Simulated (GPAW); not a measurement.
# ethane-1,2-dithiol between two Ag chains: relaxation, then transmission at several levels, part 2 of 2

How well does ethane-1,2-dithiol between two Ag chains conduct once its atoms have relaxed, and how much do cheaper levels lose?

GPAW 26.7.0; GPAW LCAO, PAW setups; relaxation of the junction within the symmetry of its start, lead ends held (the session's first sound run).

So far, transmission at the Fermi level (one spin): step 3 (double-zeta polarised basis) 0.00831; step 4 (basis szp(dzp)) 0.00825; step 5 (basis sz(dzp)) 0.00392. Also open channels of the lead at the Fermi level (one spin): step 4 1; step 5 1.

## (6) LDA in the dzp basis: xc = "LDA"

Level of this step: GPAW LCAO, PAW setups; Landauer transmission from Green's functions with principal layers (ASE), zero bias (GPAW).

Back in the dzp basis, the functional changes from PBE to LDA, to set the spread between functionals beside that between bases.

Input file run.py:

```python
import json
import numpy as np
from ase import Atoms
from ase.transport.calculators import TransportCalculator
from gpaw import GPAW, FermiDirac
from gpaw.lcao.tools import get_lcao_hamiltonian
from scipy.linalg import eigh

# The junction with lead layers at both ends, along the third cell vector
device = Atoms(
    ['Ag', 'Ag', 'Ag', 'Ag', 'Ag', 'Ag', 'Ag', 'S', 'H', 'H', 'C', 'C', 'H', 'H', 'S', 'Ag', 'Ag', 'Ag', 'Ag', 'Ag', 'Ag', 'Ag'],
    positions=[
        [4.66377, 4.50000, 1.33000],
        [4.66377, 4.50000, 3.99000],
        [4.66377, 4.50000, 6.65000],
        [4.66377, 4.50000, 9.31000],
        [4.66377, 4.50000, 11.97000],
        [4.66377, 4.50000, 14.63000],
        [4.65518, 4.48223, 17.34424],
        [3.45921, 3.66273, 19.21259],
        [6.11256, 4.64210, 20.37615],
        [3.81379, 5.73447, 20.48973],
        [3.94806, 4.64478, 20.68081],
        [5.37948, 4.35521, 21.17091],
        [5.51375, 3.26552, 21.36199],
        [3.21498, 4.35789, 21.47557],
        [5.86833, 5.33727, 22.63912],
        [4.67236, 4.51777, 24.50748],
        [4.66377, 4.50000, 27.22172],
        [4.66377, 4.50000, 29.88172],
        [4.66377, 4.50000, 32.54172],
        [4.66377, 4.50000, 35.20172],
        [4.66377, 4.50000, 37.86172],
        [4.66377, 4.50000, 40.52172]],
    cell=[[9.32754, 0.0, 0.0], [0.0, 9.0, 0.0], [0.0, 0.0, 41.85172]],
    pbc=True)

# One principal layer of the lead: the first 4 atoms of the device
lead = Atoms(
    ['Ag', 'Ag', 'Ag', 'Ag'],
    positions=[
        [4.66377, 4.50000, 1.33000],
        [4.66377, 4.50000, 3.99000],
        [4.66377, 4.50000, 6.65000],
        [4.66377, 4.50000, 9.31000]],
    cell=[[9.32754, 0.0, 0.0], [0.0, 9.0, 0.0], [0.0, 0.0, 10.64]],
    pbc=True)

settings = dict(mode='lcao', basis='dzp', xc='LDA', h=0.2,
                occupations=FermiDirac(0.1), maxiter=250,
                mixer=dict(beta=0.1, nmaxold=8, weight=100.0),
                convergence=dict(density=0.0001))
energies = np.arange(-2, 2 + 1e-9, 0.025)
eta = 0.0001
n1, n2 = 1, 1
# k and -k transmit alike, so half of the mesh across the current serves
mesh = [(i, j) for i in range(n1) for j in range(n2) if (i, j) <= (-i % n1, -j % n2)]
weights = np.array([1 if (i, j) == (-i % n1, -j % n2) else 2 for i, j in mesh]) / (n1 * n2)

# [... helper functions left out ...]
fermi_lead = ground_state(lead, (1, 1, 11), 'lead.txt')
fermi_device = ground_state(device, (1, 1, 2), 'device.txt')
# [... loop over the mesh left out, but for ...]
        # Shift the lead onto the potential of the device's first layer
        shift = ((H[:, 0, 0] - H0[:, 0, 0]) / S0[0, 0]).real.mean()
# [...]
kT = 8.617333e-5 * 300
bias = [0.1, 0.2, 0.5, 1.0, 1.5, 2.0]
# [... integrals and printing left out ...]
```

Launch:

```
OMP_NUM_THREADS=1 OPENBLAS_NUM_THREADS=1 python run.py
```

The log of the run:

```text
basis functions: device 450, principal layer 108
Fermi level: lead -4.2254 eV, device -4.1905 eV; lead shifted by -0.0012 eV
largest coupling past the next layer 3.39e-05 eV, largest misfit of the first layer 0.060 eV
  E-E_F (eV)   T (one spin)  channels
    -2.000    7.9759e-02    3.0000
    -1.975    7.0494e-02    3.0000
    -1.950    6.2354e-02    3.0000
[...]
1.975    1.2493e-03    1.0000
     2.000    1.2521e-03    1.0000
conductance at 300 K: 0.0086973 G0 a cell; thermopower 32.95 uV/K
current from the zero-bias T(E) at 0.1 V: 0.067986 uA
current from the zero-bias T(E) at 0.2 V: 0.14933 uA
current from the zero-bias T(E) at 0.5 V: 1.1676 uA
current from the zero-bias T(E) at 1.0 V: 3.7237 uA
current from the zero-bias T(E) at 1.5 V: 4.1321 uA
current from the zero-bias T(E) at 2.0 V: 5.1332 uA
```

The job ended after 2 min (1 thread of Arm Neoverse V2, shared host; peak memory 1.6 GiB).

Numbers from this step:

```yaml
conductance: 0.008697 G₀
largest_coupling_past_the_next_principal_layer: 3.39e-5 eV
largest_misfit_of_the_first_principal_layer: 0.06045 eV
shift_that_aligns_the_lead: -0.001153 eV
basis_functions_of_the_junction: 450
basis_functions_of_a_principal_layer: 108
transmission_at_the_fermi_level_one_spin: 0.008776
```

The conductance, 0.00870 G₀, lies 3.9 % above that of the dzp run. One computed point stands apart from its neighbours (T = 0.00204 at -0.125 eV, between 0.0453 and 0.00705), which enters the thermal average.

## (7) The structure as built: geometry = "as built"

The dzp basis with PBE on the structure as first built shows what the relaxation was worth.

Changes to run.py since step 6:

```diff
@@ -18,12 +18,12 @@
         [4.66377, 4.50000, 14.63000],
-        [4.65518, 4.48223, 17.34424],
-        [3.45921, 3.66273, 19.21259],
-        [6.11256, 4.64210, 20.37615],
-        [3.81379, 5.73447, 20.48973],
-        [3.94806, 4.64478, 20.68081],
-        [5.37948, 4.35521, 21.17091],
-        [5.51375, 3.26552, 21.36199],
-        [3.21498, 4.35789, 21.47557],
-        [5.86833, 5.33727, 22.63912],
-        [4.67236, 4.51777, 24.50748],
+        [4.66377, 4.50000, 17.29000],
+        [3.47986, 3.67425, 19.25725],
+        [6.07754, 4.61328, 20.32171],
+        [3.80861, 5.70672, 20.48308],
+        [3.94379, 4.64698, 20.72369],
+        [5.38375, 4.35301, 21.12803],
+        [5.51893, 3.29327, 21.36864],
+        [3.25000, 4.38671, 21.53001],
+        [5.84768, 5.32575, 22.59446],
+        [4.66377, 4.50000, 24.56172],
         [4.66377, 4.50000, 27.22172],
@@ -48,3 +48,3 @@
 
-settings = dict(mode='lcao', basis='dzp', xc='LDA', h=0.2,
+settings = dict(mode='lcao', basis='dzp', xc='PBE', h=0.2,
                 occupations=FermiDirac(0.1), maxiter=250,
```

The log of the run:

```text
basis functions: device 450, principal layer 108
Fermi level: lead -3.8162 eV, device -3.8247 eV; lead shifted by -0.0016 eV
largest coupling past the next layer 3.56e-05 eV, largest misfit of the first layer 0.073 eV
  E-E_F (eV)   T (one spin)  channels
    -2.000    1.3429e-01    3.0000
    -1.975    1.1825e-01    3.0000
    -1.950    1.0282e-01    3.0000
[...]
1.975    6.5368e-04    1.0000
     2.000    6.6683e-04    1.0000
conductance at 300 K: 0.015581 G0 a cell; thermopower 56.9 uV/K
current from the zero-bias T(E) at 0.1 V: 0.1266 uA
current from the zero-bias T(E) at 0.2 V: 0.3246 uA
current from the zero-bias T(E) at 0.5 V: 2.1705 uA
current from the zero-bias T(E) at 1.0 V: 5.1559 uA
current from the zero-bias T(E) at 1.5 V: 5.8827 uA
current from the zero-bias T(E) at 2.0 V: 8.418 uA
```

Elapsed: 2.3 min, on 1 thread; peak memory 1.6 GiB.

This step gave:

- conductance: 0.01558 G₀
- largest coupling past the next principal layer: 3.56e-5 eV
- largest misfit of the first principal layer: 0.07269 eV
- shift that aligns the lead: -0.001600 eV
- transmission at the Fermi level (one spin): 0.01481

The conductance, 0.0156 G₀, lies 86 % above that of the dzp run. One computed point stands apart from its neighbours (T = 0.933 at -0.15 eV, between 0.131 and 0.00159), which enters the thermal average.

## (8) The ladder

Times are for 1 thread of Arm Neoverse V2, shared host. The series side by side:

```tsv
no.	run	conductance (G₀)	time	memory (GiB)
1	dzp	0.008375	2.1 min	1.6
2	szp	0.008221	63 s	1.5
3	sz	0.004008	49 s	1.5
4	dzp LDA	0.008697	2 min	1.6
5	asbuilt	0.01558	2.3 min	1.6
```

## (9) Comparison

The curves are compared point by point over the common energies.

This step: comparison of transmission and cost over codes, levels and geometry (GPAW 26.7.0).

Ladder, by row:

```tsv
step	code	T at the Fermi level (sum over the listed spins)	conductance (G0)	r.m.s. T(E) from the first	wall time (s)	peak memory (GiB)	threads
dzp	GPAW	0.008306	0.008375	0	124	1.61	1
szp	GPAW	0.008253	0.008221	0.07214	63.45	1.53	1
sz	GPAW	0.003923	0.004008	0.08888	48.99	1.47	1
dzp-LDA	GPAW	0.008776	0.008697	0.09567	121.3	1.63	1
asbuilt	GPAW	0.01481	0.01558	0.1114	140.2	1.61	1
```

Transmission, zone mean, sum over the listed spins against energy, zero at the Fermi level:

```tsv
energy (eV)	dzp	szp	sz	dzp-LDA	asbuilt
-2.000	0.0728	0.0239	0.0259	0.0798	0.134
-1.800	0.0102	0.00672	0.0162	0.0272	0.0212
-1.600	1.9e-11	1.3e-5	0.00428	4.6e-7	3.0e-9
-1.400	1.4e-11	1.3e-11	4.9e-13	1.3e-11	9.0e-12
-1.200	1.8e-11	1.5e-11	1.1e-14	1.7e-11	1.2e-11
-1.050	0.710	0.862	0.966	1.6e-4	0.526
-1.025	0.366	0.877	0.950	0.0709	0.359
-1.000	0.233	0.528	0.608	0.0841	0.275
-0.800	0.0506	0.0637	0.0554	0.0407	0.0782
-0.600	0.0179	0.0212	0.0143	0.0177	0.0300
-0.400	0.0146	0.00897	0.0421	0.00233	0.00140
-0.350	0.956	0.974	0.621	0.309	0.298
-0.325	0.281	0.280	0.195	0.737	0.848
-0.200	0.0976	0.203	0.363	0.0965	0.101
-0.175	0.639	0.00618	7.5e-4	0.205	0.131
0.000	0.00831	0.00825	0.00392	0.00878	0.0148
0.200	0.00331	0.00272	6.3e-4	0.00355	0.00662
0.400	0.00102	5.7e-4	4.1e-7	0.00105	0.00256
0.600	2.1e-4	1.8e-5	3.4e-4	2.0e-4	9.1e-4
0.800	2.2e-6	1.2e-4	0.00101	1.3e-7	2.4e-4
1.000	7.8e-5	5.2e-4	0.00181	1.1e-4	1.7e-5
1.200	2.9e-4	0.00106	0.00258	3.6e-4	2.6e-5
1.400	5.6e-4	0.00162	0.00323	6.6e-4	1.6e-4
1.600	8.1e-4	0.00212	0.00371	9.5e-4	3.4e-4
1.800	1.0e-3	0.00252	0.00403	0.00116	5.3e-4
2.000	0.00107	0.00275	0.00414	0.00125	6.7e-4
```

## (10) A varied run

One more run, with changed settings.

This step: GPAW LCAO, PAW setups; Landauer transmission from Green's functions with principal layers (ASE), zero bias (GPAW 26.7.0).

Changes to run.py since step 7:

```diff
@@ -18,12 +18,12 @@
         [4.66377, 4.50000, 14.63000],
-        [4.66377, 4.50000, 17.29000],
-        [3.47986, 3.67425, 19.25725],
-        [6.07754, 4.61328, 20.32171],
-        [3.80861, 5.70672, 20.48308],
-        [3.94379, 4.64698, 20.72369],
-        [5.38375, 4.35301, 21.12803],
-        [5.51893, 3.29327, 21.36864],
-        [3.25000, 4.38671, 21.53001],
-        [5.84768, 5.32575, 22.59446],
-        [4.66377, 4.50000, 24.56172],
+        [4.65518, 4.48223, 17.34424],
+        [3.45921, 3.66273, 19.21259],
+        [6.11256, 4.64210, 20.37615],
+        [3.81379, 5.73447, 20.48973],
+        [3.94806, 4.64478, 20.68081],
+        [5.37948, 4.35521, 21.17091],
+        [5.51375, 3.26552, 21.36199],
+        [3.21498, 4.35789, 21.47557],
+        [5.86833, 5.33727, 22.63912],
+        [4.67236, 4.51777, 24.50748],
         [4.66377, 4.50000, 27.22172],
@@ -48,4 +48,4 @@
 
-settings = dict(mode='lcao', basis='dzp', xc='PBE', h=0.2,
-                occupations=FermiDirac(0.1), maxiter=250,
+settings = dict(mode='lcao', basis='sz', xc='PBE', h=0.2,
+                occupations=FermiDirac(0.1), maxiter=60,
                 mixer=dict(beta=0.1, nmaxold=8, weight=100.0),
```

The log of the run:

```text
FileNotFoundError: Could not find required basis set file "Ag.sz.basis".
```

It took 0.57 s on 1 thread; peak memory 0.1 GiB.

The program refused the input before any cycle.

The program's message: “FileNotFoundError: Could not find required basis set file "Ag.sz.basis".”

The change that led to it: basis = "sz".

## (11) Outcome

```json
{
 "conductance": "0.00837 G₀",
 "transmission at the Fermi level, mean of the spins": "0.00831"
}
```

In words: In the dzp basis the junction conducts 0.00837 G₀ at 300 K, with T = 0.00831 a spin at the Fermi level; the szp basis reaches that conductance within 10 %. Relaxation moved atoms by up to 0.071 Å and took the conductance from 0.0156 to 0.00837 G₀, as a ratio about as much as the step from dzp to the minimal basis. The junction is in the tunnelling regime at the Fermi level. Measured against the first run (dzp), the nearest curve is that of szp (r.m.s. 0.072) and the farthest that of asbuilt (0.11). Over the compared runs wall time goes from 49 s (sz) to 140 s (asbuilt), on a shared host. The leads kept an estimated spacing and the cell its length, so the junction may be under some tension or compression. The geometry comes from the orbital basis, which tends to overbind, and kept the symmetry of the start, so a structure of lower symmetry may lie lower. Semilocal functionals put molecular levels too near the Fermi level, so such conductances usually come out too high, and chain electrodes have a sharper density of states than real ones. An evenly spaced straight chain is an idealisation: free chains tend to dimerise, zigzag or, where a band edge lies near the Fermi level, turn magnetic. The currents use the zero-bias T(E) throughout, which holds only while the bias is small against the distance to the nearest feature. The thermopower isn't quoted: it samples T(E) farther from the Fermi level than the conductance does, and the energy grid wasn't tested for it.

[Logs are printed without paths, hosts, clocks, repeated set-up lines and the standing remarks that a program may print on its own settings, such as how far it seeks lower states.]

[Hosts, paths, dates, database ids (printed as entryN), source tags and the programs' standing remarks are cut or masked in the printed files.]
